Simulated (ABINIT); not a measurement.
**SnO2 (Cassiterite): the gap under biaxial strain**

Does PBE give the same change of gap under biaxial strain as G0W0? The case is SnO2 (Cassiterite).

Main program and level: ABINIT 10.8.3; PBE and many-body steps on it, plane waves.

**1. Starting point**

Symmetry: P4_2/mnm, No. 136, tetragonal system. Conventional cell: a = 4.738 Å, b = 4.738 Å, c = 3.187 Å, α = 90.00°, β = 90.00°, γ = 90.00°. Sn has 6 O at 2.05 to 2.06 Å nearest. O has 3 Sn at 2.05 to 2.06 Å nearest. Farther neighbours and most contacts between anions are not listed.

Coordinates:

```cif
data_structure
_symmetry_space_group_name_H-M 'P 1'
_symmetry_Int_Tables_number 1
_cell_length_a 4.7380
_cell_length_b 4.7380
_cell_length_c 3.1865
_cell_angle_alpha 90.000
_cell_angle_beta 90.000
_cell_angle_gamma 90.000
_cell_volume 71.53
loop_
_atom_site_label
_atom_site_type_symbol
_atom_site_fract_x
_atom_site_fract_y
_atom_site_fract_z
_atom_site_occupancy
Sn1 Sn 0.00000 0.00000 0.00000 1
Sn2 Sn 0.50000 0.50000 0.50000 1
O3 O 0.30543 0.30543 0.00000 1
O4 O 0.19457 0.80543 0.50000 1
O5 O 0.69457 0.69457 0.00000 1
O6 O 0.80543 0.19457 0.50000 1
```

Geometry: measured (diffraction), ions relaxed with PBE. The runs that relaxed it are not among those shown.

**2. Ground state**

This step: ABINIT 10.8.3; DFT, PBE, plane waves, norm-conserving pseudopotentials.

The ground-state density comes first.

The input, run.abi:

```
acell 3*1.0 Angstrom
rprim 
  4.738000000000 0.000000000000 0.000000000000
  0.000000000000 4.738000000000 0.000000000000
  0.000000000000 0.000000000000 3.186500000000
ntypat 2
znucl 50 8
natom 6
typat 1 1 2 2 2 2
xred 
  0.000000000000 0.000000000000 0.000000000000
  0.500000000000 0.500000000000 0.500000000000
  0.305428436736 0.305428436736 -0.000000000000
  0.194571563264 0.805428436736 0.500000000000
  0.694571563264 0.694571563264 -0.000000000000
  0.805428436736 0.194571563264 0.500000000000
pp_dirpath "pseudos"
pseudos "Sn.upf, O.upf"
ecut 42
ngkpt 4 4 6
nshiftk 1
shiftk 0 0 0
kptopt 1
chksymbreak 0
nband 41
occopt 1
tolvrs 1e-10
nstep 60
prtwf 0
optforces 0
optstress 0
indata_prefix "in"
outdata_prefix "out"
tmpdata_prefix "tmp"
```

The run is started by

```
> OMP_NUM_THREADS=1 mpirun -n 8 abinit run.abi > log
```

Numbers of over 12 decimals in the logs are rounded to 6 here.

The program printed:

```text
.Version 10.8.3 of ABINIT. v10.8.2 released Aug 2026.

 Symmetries : space group P4_2/m n m (#136); Bravais tP (primitive tetrag.)
================================================================================
 Values of the parameters that define the memory need of the present run
     intxc =       0    ionmov =       0      iscf =       7    lmnmax =       6
     lnmax =       6     mgfft =      54  mpssoang =       3    mqgrid =    3001
     natom =       6  nloc_mem =       1    nspden =       1   nspinor =       1
[...]
psp_core            :  1.11710042103051E+01
local_psp           : -4.86851860510625E+02
non_local_psp       : -2.33071249188092E+01
total_energy        : -5.09496080208389E+02
total_energy_eV     : -1.38640946293638E+04
band_energy         : -6.12470823112368E+01

== END DATASET(S) ==============================================================
================================================================================

 -outvars: echo values of variables after computation  --------
           etotal     -5.0949608021E+02
            nband          41
             nkpt          24
          spgroup         136
 [... the other variables as echoed above ...]

 Calculation completed.
```

The job ended after 69 s (8 MPI ranks of Arm Neoverse N1, shared host; peak memory 0.72 GiB; 9.2 min of CPU time).

This step gave:

* total energy: -13864.0946 eV
* gap: 1.247 eV
* k of the valence top: 0, 0, 0
* k of the conduction bottom: 0, 0, 0
* least direct gap: 1.247 eV

The gap is direct, at Γ.

**3. Empty states on the mesh, 4×4×4 mesh, 119 bands**

The sums over transitions need many empty states on a uniform mesh; this step solves for them.

run.abi, as its differences from that of step 2:

```diff
@@ -19,3 +19,3 @@
 ecut 42
-ngkpt 4 4 6
+ngkpt 4 4 4
 nshiftk 1
@@ -24,9 +24,10 @@
 chksymbreak 0
-nband 41
-occopt 1
-tolvrs 1e-10
+iscf -2
+irdden 1
+istwfk *1
+nband 119
+nbdbuf 10
+tolwfr 1e-09
 nstep 60
-prtwf 0
-optforces 0
-optstress 0
+prtvol 0
 indata_prefix "in"
```

The program printed:

```text
.Version 10.8.3 of ABINIT. v10.8.2 released Aug 2026.

 Symmetries : space group P4_2/m n m (#136); Bravais tP (primitive tetrag.)
[... echo of the input left out ...]
== DATASET  1 ==================================================================
-   mpi_nproc: 8, omp_nthreads: 1 (-1 if OMP is not activated)

--- !DatasetInfo
iteration_state: {dtset: 1, }
dimensions: {natom: 6, nkpt: 18, mband: 119, nsppol: 1, nspinor: 1, nspden: 1, mpw: 6312, }
cutoff_energies: {ecut:  42.0, pawecutdg:  -1.0, }
[...]
2.02432    2.03850    2.05395    2.08602    2.08928    2.08928    2.09142    2.13917
   2.17126    2.17759    2.17759    2.19480    2.23331    2.25256    2.29822    2.29822
   2.33141    2.34394    2.34394    2.37460    2.44637    2.44818    2.45151
 prteigrs : prtvol=0 or 1, do not print more k-points.

== END DATASET(S) ==============================================================
================================================================================

 -outvars: echo values of variables after computation  --------
            nband         119
             nkpt          18
          spgroup         136
 [... the other variables as echoed above ...]

 Calculation completed.
```

It took 2.1 min on 8 MPI ranks; peak memory 0.77 GiB.

This step gave:

| Property | Result |
| --- | --- |
| gap | 1.247 eV |
| k of the valence top | 0, 0, 0 |
| k of the conduction bottom | 0, 0, 0 |
| least direct gap | 1.247 eV |
| k points computed | 18 |
| lowest point of the top converged band, above the valence top | 52.0671 eV |

On this mesh the gap is 1.247 eV.

**4. Screening, 4×4×4 mesh, 109 bands, screening to 130.6 eV**

The RPA dielectric matrix is built and inverted for each q.

This step: RPA screening on PBE, plane waves, norm-conserving pseudopotentials.

run.abi, as its differences from that of step 3:

```diff
@@ -24,10 +24,11 @@
 chksymbreak 0
-iscf -2
-irdden 1
 istwfk *1
-nband 119
-nbdbuf 10
-tolwfr 1e-09
-nstep 60
-prtvol 0
+occopt 1
+irdwfk 1
+optdriver 3
+nband 109
+ecuteps 4.8
+inclvkb 2
+awtr 1
+symchi 1
 indata_prefix "in"
```

The program printed:

```text
.Version 10.8.3 of ABINIT. v10.8.2 released Aug 2026.

 Symmetries : space group P4_2/m n m (#136); Bravais tP (primitive tetrag.)
[... echo of the input left out ...]
== DATASET  1 ==================================================================
-   mpi_nproc: 8, omp_nthreads: 1 (-1 if OMP is not activated)

--- !DatasetInfo
iteration_state: {dtset: 1, }
dimensions: {natom: 6, nkpt: 18, mband: 109, nsppol: 1, nspinor: 1, nspden: 1, mpw: 6312, }
cutoff_energies: {ecut:  42.0, pawecutdg:  -1.0, }
[...]
--------------------------------------------------------------------------------
[... chi0 elements left out ...]
 For q-point:  0.000010 0.000020 0.000030
  dielectric constant =   4.6057
  dielectric constant without local fields =   4.8197

  Average fulfillment of the sum rule on Im[epsilon] for q-point    1 :     42.90  [%]
[... wings left out ...]
  q-point number  2        q = ( 0.250000, 0.000000, 0.000000) [r.l.u.]
--------------------------------------------------------------------------------
[... chi0 elements left out ...]
  Average fulfillment of the sum rule on Im[epsilon] for q-point    2 :     57.11  [%]

 [... 16 further q-points ...]
```

Run time: 6.7 min. Hardware: 8 MPI ranks; peak memory 4.3 GiB; 54 min of CPU time.

This step gave:

- ε∞ with local fields, on this mesh, along the program's q direction: 4.606
- the same without local fields: 4.820
- plasma frequency: 36.20 eV
- plane waves in the screening matrix: 249

Local fields lower ε∞ by 4 %. On a Γ-centred mesh this coarse the value itself is usually too large, while a short band sum pulls it down.

**5. G0W0, strain +0 %**

The self-energy is evaluated for the states that the input lists, and the levels follow from it, in one-shot runs by the linearised quasiparticle equation.

This step: G0W0 on PBE, plane waves, norm-conserving pseudopotentials.

run.abi, as its differences from that of step 4:

```diff
@@ -27,8 +27,15 @@
 irdwfk 1
-optdriver 3
+optdriver 4
 nband 109
+gwcalctyp 0
+ecutsigx 42
+symsigma 1
+nkptgw 1
+kptgw 
+  0.0000000000 0.0000000000 0.0000000000
+bdgw 
+  32 36
 ecuteps 4.8
-inclvkb 2
-awtr 1
-symchi 1
+irdscr 1
+ppmodel 1
 indata_prefix "in"
```

The program printed:

```text
.Version 10.8.3 of ABINIT. v10.8.2 released Aug 2026.

 Symmetries : space group P4_2/m n m (#136); Bravais tP (primitive tetrag.)
[... echo of the input left out ...]
== DATASET  1 ==================================================================
-   mpi_nproc: 8, omp_nthreads: 1 (-1 if OMP is not activated)

--- !DatasetInfo
iteration_state: {dtset: 1, }
dimensions: {natom: 6, nkpt: 18, mband: 109, nsppol: 1, nspinor: 1, nspden: 1, mpw: 6312, }
cutoff_energies: {ecut:  42.0, pawecutdg:  -1.0, }
electrons: {nelect:   6.80000000E+01, charge:   0.00000000E+00, occopt:   1.00000000E+00, tsmear:   1.00000000E-02, }

 SIGMA: Calculation of the GW corrections

 Based on a program developped by R.W. Godby, V. Olevano, G. Onida, and L. Reining.
 Incorporated in ABINIT by V. Olevano, G.-M. Rignanese, and M. Torrent.
.Using double precision arithmetic ; gwpc =  8

[... cell and pseudopotentials left out ...]
--------------------------------------------------------------------------------

 ==== K-mesh for the wavefunctions ====
 Number of points in the irreducible wedge :    18
[... list of points left out ...]
 Together with 16 symmetry operations and time-reversal symmetry
 yields    64 points in the full Brillouin Zone.

 ==== Q-mesh for screening function ====
 Number of points in the irreducible wedge :    18
[... list of points left out ...]
 Together with 16 symmetry operations and time-reversal symmetry
 yields    64 points in the full Brillouin Zone.

 vcoul_init : cutoff-mode = AUXILIARY_FUNCTION
 q-points for optical limit:   1
     1)      0.000010    0.000020    0.000030
 setmesh: FFT mesh size selected  =    54x   54x   36
          total number of points  =       104976

 Number of electrons calculated from density =   68.0000; Expected =   68.0000
 average of density, n =  0.140867
 r_s =    1.1923
 omega_plasma =   36.2043 [eV]

 === KS Band Gaps ===
  >>>> For spin  1
   Minimum direct gap =   1.2469 [eV], located at k-point      :   0.0000  0.0000  0.0000
   Fundamental gap    =   1.2469 [eV], Top of valence bands at :   0.0000  0.0000  0.0000
                                       Bottom of conduction at :   0.0000  0.0000  0.0000
 SIGMA fundamental parameters:
 PLASMON POLE MODEL  1
 number of plane-waves for SigmaX                 6273
 number of plane-waves for SigmaC and W            249
 number of plane-waves for wavefunctions          6273
 number of bands                                   109
 number of independent spin polarizations            1
 number of spinorial components                      1
 number of k-points in IBZ                          18
 number of q-points in IBZ                          18
 number of symmetry operations                      16
 number of k-points in BZ                           64
 number of q-points in BZ                           64
 number of frequencies for dSigma/dE                 9
 frequency step for dSigma/dE [eV]                0.25
 number of omega for Sigma on real axis              0
 max omega for Sigma on real axis  [eV]           0.00
 zcut for avoiding poles [eV]                     0.10

 EPSILON^-1 parameters (SCR file):
 dimension of the eps^-1 matrix on file            249
 dimension of the eps^-1 matrix used               249
 number of plane-waves for wavefunctions          6273
 number of bands                                   109
 number of q-points in IBZ                          18
 number of frequencies                               2
 number of real frequencies                          1
 number of imag frequencies                          1

 matrix elements of self-energy operator (all in [eV])

 Perturbative Calculation

--- !SelfEnergy_ee
iteration_state: {dtset: 1, }
kpoint     : [   0.000,    0.000,    0.000, ]
spin       : 1
KS_gap     :    1.247
QP_gap     :    2.697
Delta_QP_KS:    1.450
data: !SigmaeeData |
     Band     E0 <VxcDFT>   SigX SigC(E0)      Z dSigC/dE  Sig(E)    E-E0       E
       32   6.012 -19.998 -25.532   5.127   0.792  -0.262 -20.321  -0.323   5.689
       33   6.012 -19.998 -25.532   5.127   0.792  -0.262 -20.321  -0.323   5.689
       34   6.784 -20.352 -26.236   5.464   0.792  -0.263 -20.684  -0.332   6.452
       35   8.031 -16.527 -12.621  -2.583   0.845  -0.183 -15.409   1.118   9.149
       36  12.980 -16.307 -10.626  -3.640   0.839  -0.192 -14.595   1.712  14.692

== END DATASET(S) ==============================================================
================================================================================

 -outvars: echo values of variables after computation  --------
           etotal      0.0000000000E+00
            nband         109
             nkpt          18
          spgroup         136
 [... the other variables as echoed above ...]

 Calculation completed.
```

It took 13 s on 8 MPI ranks; peak memory 2.5 GiB; 1.8 min of CPU time.

This step gave:

* G0W0 gap on the points computed: 2.697 eV
* starting gap on the mesh: 1.247 eV
* k of the valence top: 0, 0, 0
* k of the conduction bottom: 0, 0, 0
* Z at the valence top: 0.792
* Z at the conduction bottom: 0.845
* least direct G0W0 gap on the computed points: 2.697 eV

The gap on the mesh goes from 1.25 eV to 2.70 eV, a correction of +1.45 eV.

**6. G0W0, strain -1 %**

The cell differs from the one that the last finished run ended in (a 4.738 → 4.691 Å, b 4.738 → 4.691 Å).

The input, run.abi:

```
acell 3*1.0 Angstrom
rprim 
  4.690620000000 0.000000000000 0.000000000000
  0.000000000000 4.690620000000 0.000000000000
  0.000000000000 0.000000000000 3.186500000000
ntypat 2
znucl 50 8
natom 6
typat 1 1 2 2 2 2
xred 
  0.000000000000 -0.000000000000 0.000000000000
  0.500000000000 0.500000000000 0.500000000000
  0.305370776438 0.305370776438 -0.000000000000
  0.194629223562 0.805370776438 0.500000000000
  0.694629223562 0.694629223562 -0.000000000000
  0.805370776438 0.194629223562 0.500000000000
pp_dirpath "pseudos"
pseudos "Sn.upf, O.upf"
ecut 42
ngkpt 4 4 4
nshiftk 1
shiftk 0 0 0
kptopt 1
chksymbreak 0
istwfk *1
occopt 1
irdwfk 1
optdriver 4
nband 107
gwcalctyp 0
ecutsigx 42
symsigma 1
nkptgw 1
kptgw 
  0.0000000000 0.0000000000 0.0000000000
bdgw 
  32 36
ecuteps 4.8
irdscr 1
ppmodel 1
indata_prefix "in"
outdata_prefix "out"
tmpdata_prefix "tmp"
```

The program printed:

```text
.Version 10.8.3 of ABINIT. v10.8.2 released Aug 2026.

 Symmetries : space group P4_2/m n m (#136); Bravais tP (primitive tetrag.)
[... echo of the input left out ...]
== DATASET  1 ==================================================================
-   mpi_nproc: 8, omp_nthreads: 1 (-1 if OMP is not activated)

--- !DatasetInfo
iteration_state: {dtset: 1, }
dimensions: {natom: 6, nkpt: 18, mband: 107, nsppol: 1, nspinor: 1, nspden: 1, mpw: 6196, }
cutoff_energies: {ecut:  42.0, pawecutdg:  -1.0, }
[...]
34   7.034 -20.376 -26.261   5.433   0.795  -0.258 -20.735  -0.359   6.675
       35   8.489 -16.566 -12.560  -2.653   0.847  -0.180 -15.419   1.147   9.636
       36  13.331 -16.117 -10.458  -3.633   0.843  -0.186 -14.409   1.708  15.039

== END DATASET(S) ==============================================================
================================================================================

 -outvars: echo values of variables after computation  --------
           etotal      0.0000000000E+00
            nband         107
             nkpt          18
          spgroup         136
 [... the other variables as echoed above ...]

 Calculation completed.
```

It took 11 s on 8 MPI ranks; peak memory 2.4 GiB; 91 s of CPU time.

This step gave:

```yaml
g0w0_gap_on_the_points_computed: 2.961 eV
starting_gap_on_the_mesh: 1.456 eV
k_of_the_valence_top: 0, 0, 0
k_of_the_conduction_bottom: 0, 0, 0
least_direct_g0w0_gap_on_the_computed_points: 2.961 eV
```

The gap on the mesh goes from 1.46 eV to 2.96 eV, a correction of +1.51 eV.

Ground state, empty states and screening of this cell were made anew, as for the first cell; those steps are not shown. Geometry: measured (diffraction), biaxial strain, ions relaxed with PBE.

**7. G0W0, strain +1 %**

The cell differs from the one that the last finished run ended in (a 4.691 → 4.785 Å, b 4.691 → 4.785 Å).

The input, run.abi:

```
acell 3*1.0 Angstrom
rprim 
  4.785380000000 0.000000000000 0.000000000000
  0.000000000000 4.785380000000 0.000000000000
  0.000000000000 0.000000000000 3.186500000000
ntypat 2
znucl 50 8
natom 6
typat 1 1 2 2 2 2
xred 
  0.000000000000 -0.000000000000 0.000000000000
  0.500000000000 0.500000000000 0.500000000000
  0.305621186762 0.305621186762 0.000000000000
  0.194378813238 0.805621186762 0.500000000000
  0.694378813238 0.694378813238 0.000000000000
  0.805621186762 0.194378813238 0.500000000000
pp_dirpath "pseudos"
pseudos "Sn.upf, O.upf"
ecut 42
ngkpt 4 4 4
nshiftk 1
shiftk 0 0 0
kptopt 1
chksymbreak 0
istwfk *1
occopt 1
irdwfk 1
optdriver 4
nband 111
gwcalctyp 0
ecutsigx 42
symsigma 1
nkptgw 1
kptgw 
  0.0000000000 0.0000000000 0.0000000000
bdgw 
  32 36
ecuteps 4.8
irdscr 1
ppmodel 1
indata_prefix "in"
outdata_prefix "out"
tmpdata_prefix "tmp"
```

The program printed:

```text
.Version 10.8.3 of ABINIT. v10.8.2 released Aug 2026.

 Symmetries : space group P4_2/m n m (#136); Bravais tP (primitive tetrag.)
[... echo of the input left out ...]
== DATASET  1 ==================================================================
-   mpi_nproc: 8, omp_nthreads: 1 (-1 if OMP is not activated)

--- !DatasetInfo
iteration_state: {dtset: 1, }
dimensions: {natom: 6, nkpt: 18, mband: 111, nsppol: 1, nspinor: 1, nspden: 1, mpw: 6444, }
cutoff_energies: {ecut:  42.0, pawecutdg:  -1.0, }
[...]
34   6.538 -20.328 -26.209   5.493   0.789  -0.267 -20.634  -0.306   6.232
       35   7.591 -16.493 -12.695  -2.516   0.843  -0.186 -15.412   1.082   8.673
       36  12.627 -16.499 -10.799  -3.650   0.836  -0.197 -14.786   1.712  14.340

== END DATASET(S) ==============================================================
================================================================================

 -outvars: echo values of variables after computation  --------
           etotal      0.0000000000E+00
            nband         111
             nkpt          18
          spgroup         136
 [... the other variables as echoed above ...]

 Calculation completed.
```

The job ended after 13 s (8 MPI ranks; peak memory 2.5 GiB).

Numbers from this step:

```
G0W0 gap on the points computed              : 2.441 eV
starting gap on the mesh                     : 1.053 eV
k of the valence top                         : 0, 0, 0
k of the conduction bottom                   : 0, 0, 0
least direct G0W0 gap on the computed points : 2.441 eV
```

The gap on the mesh goes from 1.05 eV to 2.44 eV, a correction of +1.39 eV.

Again on this cell's own states.

(Continued in part 2 of 2.)

[Paths, hosts, dates, memory and timing lines, banners, echoed tables and standing remarks are left out of the program output.]

[Logs are printed without paths, hosts, clocks, repeated set-up lines and the standing remarks that a program may print on its own settings, such as how far it seeks lower states.]

[Runs of the session that timed out or met a known fault of the program may be left out.]

[Hosts, paths, dates, database ids (printed as entryN), source tags and the programs' standing remarks are cut or masked in the printed files.]

[G0W0 gaps are taken among the corrected bands and points alone; a level outside them can change the order at an edge.]

[Where Ansatz stands beside ABINIT at settings called matched, ABINIT's density can come from a denser mesh and the files from another edition; pairs whose starting gaps differed by over 0.03 eV were left out, so agreement reads better than it is.]
